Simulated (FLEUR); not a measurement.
# Does 1 ML Co on Ru(0001), fcc site, 4 substrate layers carry moments in FLEUR?

Wanted: the moments of 1 ML Co on Ru(0001), fcc site, 4 substrate layers and the energy gained by spin polarisation.

Calculated with FLEUR MaX-R8.1; PW91; all-electron FLAPW film, Dirac cores, scalar-relativistic bands.

Most raw output is cut from this account.

## (1) Set-up

The cell holds 5 atoms: 4 Ru and 1 Co. Cell: a = 2.706 Å, b = 2.706 Å, c = 22.505 Å, α = 90.0°, β = 90.0°, γ = 120.0°. Pseudomorphic film on a typed substrate lattice, hard-sphere layer spacings, unrelaxed. Vacuum lies along c.

As a file:

```
Ru Co
1.0
     2.70580    0.00000    0.00000
    -1.35290    2.34329    0.00000
     0.00000    0.00000   22.50483
Ru Co
4 1
Direct
  0.00000 0.00000 0.31104
  0.66667 0.33333 0.40618
  0.00000 0.00000 0.50131
  0.66667 0.33333 0.59644
  0.33333 0.66667 0.68896
```

## (2) Order 1, typed as ferro +

The parallel start comes first: it shows whether parallel moments hold.

inpgen writes inp.xml from crystal.txt; cutoffs, mixing, functional, smearing and local orbitals are then set in the file. The k list default-1 (kpts.xml, not shown) is a Γ-centred 12×12×1 mesh; where the ranks do not divide the number of points, some are split in two of half the weight.

The input, inp.xml:

```
<?xml version="1.0" encoding="UTF-8" standalone="no"?>
<fleurInput fleurInputVersion="0.39">
   <comment>
      CoRu4
   </comment>
   <calculationSetup>
      <cutoffs Kmax="3.96" Gmax="11.9" GmaxXC="11.9" numbands="0"/>
      <scfLoop itmax="120" minDistance="0.00002" maxIterBroyd="15" imix="Anderson" alpha="0.03" precondParam="0.0" spinf="2.0" sdNocoIR="T"/>
      <coreElectrons ctail="T" frcor="F" kcrel="0" coretail_lmax="0"/>
      <xcFunctional name="pw91" relativisticCorrections="F"/>
      <magnetism jspins="2"/>
      <soc l_soc="F" theta="0.0" phi="0.0" spav="F"/>
      <expertModes spex="0" secvar="F"/>
      <geometryOptimization l_f="F" forcealpha="1.0" forcemix="BFGS" epsdisp="0.00001" epsforce="0.00001"/>
      <ldaU l_linMix="F" mixParam="0.05" spinf="1.0"/>
   </calculationSetup>
   <cell>
      <bzIntegration valenceElectrons="73.0" mode="hist" fermiSmearingEnergy="0.00293995">
         <kPointListSelection listName="default-1"/>
         <xi:include xmlns:xi="http://www.w3.org/2001/XInclude" href="kpts.xml"> </xi:include>
      </bzIntegration>
      <xi:include xmlns:xi="http://www.w3.org/2001/XInclude" href="sym.xml"> </xi:include>
      <filmLattice scale="1.0" dVac="21.55" dTilda="24.05">
         <bravaisMatrixFilm>
            <row-1>    5.1132214524806576    -0.0000001170874307</row-1>
            <row-2>   -2.5566106248470737     4.4281797315674236</row-2>
         </bravaisMatrixFilm>
         <vacuumEnergyParameters vacuum="1" spinUp="-.25" spinDown="-.25"/>
         <vacuumEnergyParameters vacuum="2" spinUp="-.25" spinDown="-.25"/>
      </filmLattice>
   </cell>
   <atomSpecies>
      <species name="Ruthenium (Ru)" element="Ru" atomicNumber="44">
         <mtSphere radius="2.34" gridPoints="773" logIncrement="0.016"/>
         <atomicCutoffs lmax="10" lnonsphr="8"/>
         <electronConfig flipSpins="F">
            <coreConfig>(1s1/2) (2s1/2) (2p1/2) (2p3/2) (3s1/2) (3p1/2) (3p3/2) (4s1/2) (3d3/2) (3d5/2)</coreConfig>
            <valenceConfig>(4p1/2) (4p3/2) (5s1/2) (4d3/2) (4d5/2)</valenceConfig>
            <stateOccupation state="(5s1/2)" spinUp="0.500000" spinDown="0.500000"/>
            <stateOccupation state="(4d3/2)" spinUp="1.400000" spinDown="1.400000"/>
            <stateOccupation state="(4d5/2)" spinUp="2.100000" spinDown="2.100000"/>
         </electronConfig>
         <energyParameters s="5" p="5" d="4" f="4"/>
         <lo type="SCLO" l="1" n="4" eDeriv="0"/>
      </species>
      <species name="Cobalt (Co2.000" element="Co" atomicNumber="27">
         <mtSphere radius="2.34" gridPoints="773" logIncrement="0.016"/>
         <atomicCutoffs lmax="10" lnonsphr="8"/>
         <electronConfig flipSpins="F">
            <coreConfig>(1s1/2) (2s1/2) (2p1/2) (2p3/2)</coreConfig>
            <valenceConfig>(3s1/2) (3p1/2) (3p3/2) (4s1/2) (3d3/2) (3d5/2)</valenceConfig>
            <stateOccupation state="(3d3/2)" spinUp="1.5" spinDown="1.3"/>
            <stateOccupation state="(3d5/2)" spinUp="3.0" spinDown="1.2"/>
         </electronConfig>
         <energyParameters s="4" p="4" d="3" f="4"/>
         <lo type="SCLO" l="0" n="3" eDeriv="0"/>
         <lo type="SCLO" l="1" n="3" eDeriv="0"/>
      </species>
   </atomSpecies>
   <atomGroups>
      <atomGroup species="Ruthenium (Ru)">
         <filmPos label="                   1">.0000000000 .0000000000 -8.0359138317</filmPos>
         <force calculate="T" relaxXYZ="TTT"/>
      </atomGroup>
      <atomGroup species="Ruthenium (Ru)">
         <filmPos label="                   2">-1.000/3.000 1.000/3.000 -3.9901010999</filmPos>
         <force calculate="T" relaxXYZ="TTT"/>
      </atomGroup>
      <atomGroup species="Ruthenium (Ru)">
         <filmPos label="                   3">.0000000000 .0000000000 .0557116319</filmPos>
         <force calculate="T" relaxXYZ="TTT"/>
      </atomGroup>
      <atomGroup species="Ruthenium (Ru)">
         <filmPos label="                   4">-1.000/3.000 1.000/3.000 4.1015243637</filmPos>
         <force calculate="T" relaxXYZ="TTT"/>
      </atomGroup>
      <atomGroup species="Cobalt (Co2.000">
         <filmPos label="                   5">1.000/3.000 -1.000/3.000 8.0359138317</filmPos>
         <force calculate="T" relaxXYZ="TTT"/>
      </atomGroup>
   </atomGroups>
   <output dos="F" band="F" slice="F">
      <bandDOS minEnergy="-.5*Htr" maxEnergy="0.5*Htr" sigma="0.015" storeEVData="T"/>
      <plotting iplot="0" polar="F">
         <plot TwoD="T" vec1="  1.0  0.0  0.0" vec2="  0.0  1.0  0.0" vec3="  0.0  0.0  1.0" zero="  0.0  0.0 -0.5" file="plot"/>
      </plotting>
      <moessbauerParams electricFieldGradient="F" isomerShift="F" coreHyperfine="F" valenceHyperfine="F"/>
   </output>
</fleurInput>
```

The input, crystal.txt:

```
CoRu4
&input film=T cartesian=F /
2.70580026699  -0.00000006196  0.00000000000
-1.35290007984  2.34329179976  0.00000000000
0.00000000000  0.00000000000  1.00000000000
1.8897261246
1.0 1.0 1.0

5
44 0.00000000000  0.00000000000  -8.03591383172
44 0.66666666667  0.33333333333  -3.99010109990
44 0.00000000000  0.00000000000  0.05571163191
44 0.66666666667  0.33333333333  4.10152436373
27 0.33333333333  0.66666666667  8.03591383172 : 2.000

&kpt div1=12 div2=12 div3=1 gamma=T /
```

Run with:

```bash
OMP_NUM_THREADS=1 inpgen -f crystal.txt > inpgen.log  # inp.xml is then edited as shown
OMP_NUM_THREADS=1 mpirun -n 8 fleur_MPI > fleur.log
```

The job ended after 3 min (8 MPI ranks of Intel Xeon Platinum 8488C (Sapphire Rapids), shared host; peak memory 0.98 GiB).

Spin moment in the muffin-tin sphere by atom:

| atom | spin moment in the muffin-tin sphere (μB) |
| --- | --- |
| Ru1 | 0.08 |
| Ru2 | 0.02 |
| Ru3 | -0.08 |
| Ru4 | 0.19 |
| Co5 | 1.82 |

Numbers from this step:

```yaml
free_energy: -531281.0667 eV
program_s_band_gap_on_this_mesh_in_a_metal_only_a_level_spacing: 0.02536 eV
magnetization: 1.986 μB
final_state: ferromagnetic, with opposed induced moments
```

After 66 cycles the largest moment stands at 1.82 μB.

## (3) Start 2: no spin polarisation

A spinless run gives the zero against which the gain from the moments is read.

Changes to inp.xml since step 2:

```diff
@@ -10,3 +10,3 @@
       <xcFunctional name="pw91" relativisticCorrections="F"/>
-      <magnetism jspins="2"/>
+      <magnetism jspins="1"/>
       <soc l_soc="F" theta="0.0" phi="0.0" spav="F"/>
@@ -45,3 +45,3 @@
       </species>
-      <species name="Cobalt (Co2.000" element="Co" atomicNumber="27">
+      <species name="Cobalt (Co)" element="Co" atomicNumber="27">
          <mtSphere radius="2.34" gridPoints="773" logIncrement="0.016"/>
@@ -51,4 +51,4 @@
             <valenceConfig>(3s1/2) (3p1/2) (3p3/2) (4s1/2) (3d3/2) (3d5/2)</valenceConfig>
-            <stateOccupation state="(3d3/2)" spinUp="1.5" spinDown="1.3"/>
-            <stateOccupation state="(3d5/2)" spinUp="3.0" spinDown="1.2"/>
+            <stateOccupation state="(3d3/2)" spinUp="1.400000" spinDown="1.400000"/>
+            <stateOccupation state="(3d5/2)" spinUp="2.100000" spinDown="2.100000"/>
          </electronConfig>
@@ -76,3 +76,3 @@
       </atomGroup>
-      <atomGroup species="Cobalt (Co2.000">
+      <atomGroup species="Cobalt (Co)">
          <filmPos label="                   5">1.000/3.000 -1.000/3.000 8.0359138317</filmPos>
```

Changes to crystal.txt since step 2:

```diff
@@ -13,3 +13,3 @@
 44 0.66666666667  0.33333333333  4.10152436373
-27 0.33333333333  0.66666666667  8.03591383172 : 2.000
+27 0.33333333333  0.66666666667  8.03591383172
```

Wall time 84 s (8 MPI ranks); peak memory 0.7 GiB.

Read from the output:

```yaml
free_energy: -531280.8262 eV
program_s_band_gap_on_this_mesh_in_a_metal_only_a_level_spacing: 0.009748 eV
final_state: non-magnetic (no spin polarisation)
```

It lies 240 meV a seeded atom over the first start.

## (4) Ranking

Free energies are divided by the number of seeded atoms.

Orders:

| start | final state | typed order kept | energy over the lowest (meV a seeded atom) | largest sphere moment (μB) | net moment (μB a primitive cell) | mesh matched | CPU time (s) |
| --- | --- | --- | --- | --- | --- | --- | --- |
| ferro + | ferromagnetic, with opposed induced moments | yes | 0 | 1.822 | 1.986 | yes | 1452 |
| no spin polarisation | non-magnetic | - | 240.5 | 0 | 0 | yes | 672.7 |

## (5) Spin–orbit coupling, moments along z

Spin–orbit coupling ties the spins to the lattice and lets orbital moments form.

A new self-consistent run of the start ferro +, with the moments along z.

Changes to inp.xml since step 2:

```diff
@@ -6,3 +6,3 @@
    <calculationSetup>
-      <cutoffs Kmax="3.96" Gmax="11.9" GmaxXC="11.9" numbands="0"/>
+      <cutoffs Kmax="3.96" Gmax="11.9" GmaxXC="11.9" numbands="173"/>
       <scfLoop itmax="120" minDistance="0.00002" maxIterBroyd="15" imix="Anderson" alpha="0.03" precondParam="0.0" spinf="2.0" sdNocoIR="T"/>
@@ -11,3 +11,3 @@
       <magnetism jspins="2"/>
-      <soc l_soc="F" theta="0.0" phi="0.0" spav="F"/>
+      <soc l_soc="T" theta="0.0" phi="0.0" spav="F"/>
       <expertModes spex="0" secvar="F"/>
```

Changes to crystal.txt since step 2:

```diff
@@ -15,2 +15,3 @@
 
+&soc 0.0000000 0.0000000 /
 &kpt div1=12 div2=12 div3=1 gamma=T /
```

Run time: 13 min. Hardware: 8 MPI ranks; peak memory 1.6 GiB; 1.7 h of CPU time.

Spin moment in the muffin-tin sphere by atom:

| atom | spin moment in the muffin-tin sphere (μB) |
| --- | --- |
| Ru1 | 0.08 |
| Ru2 | 0.02 |
| Ru3 | -0.08 |
| Ru4 | 0.18 |
| Co5 | 1.82 |

Read from the output:

```yaml
free_energy: -531281.5245 eV
program_s_band_gap_on_this_mesh_in_a_metal_only_a_level_spacing: 0.01475 eV
magnetization: 1.980 μB
final_state: ferromagnetic, with opposed induced moments
orbital_moment_along_the_spin: 0.1251 μB
```

Orbital moment in the sphere, along the spin axis by atom:

| atom | orbital moment in the sphere, along the spin axis (μB) |
| --- | --- |
| Ru1 | 0.001 |
| Ru2 | 0.001 |
| Ru3 | -0.001 |
| Ru4 | 0.000 |
| Co5 | 0.125 |

## (6) Summary of results

```json
{
  "lower run": "with moments",
  "largest site spin moment": "1.82 μB",
  "energy gained by spin polarisation": "240 meV a seeded atom",
  "orbital moment on the atom of largest spin, along its spin (spin–orbit run)": "0.125 μB"
}
```

In words: The crystal holds moments, up to 1.82 μB, and the spinless run lies 240 meV a seeded atom higher. The orbital moment is parallel to the spin, as Hund's third rule has it for a shell over half filled. No antiferromagnetic order was tried, so the session says nothing on how the moments order. Core electrons leak out of the spheres (0.023 e), which costs some accuracy. A substrate of 4 unrelaxed layers is a model; thickness and relaxation can move these numbers.

[Logs and program files are shortened in this print: banners, set-up blocks, solver, clock and traceback lines can be left out without a mark of their own.]

[Logs are printed without paths, hosts, clocks, repeated set-up lines and the standing remarks that a program may print on its own settings, such as how far it seeks lower states.]

[Hosts, paths, dates, database ids (printed as entryN), source tags and the programs' standing remarks are cut or masked in the printed files.]

[Where a cell is said to come from a database of computed structures, the database is the Materials Project.]
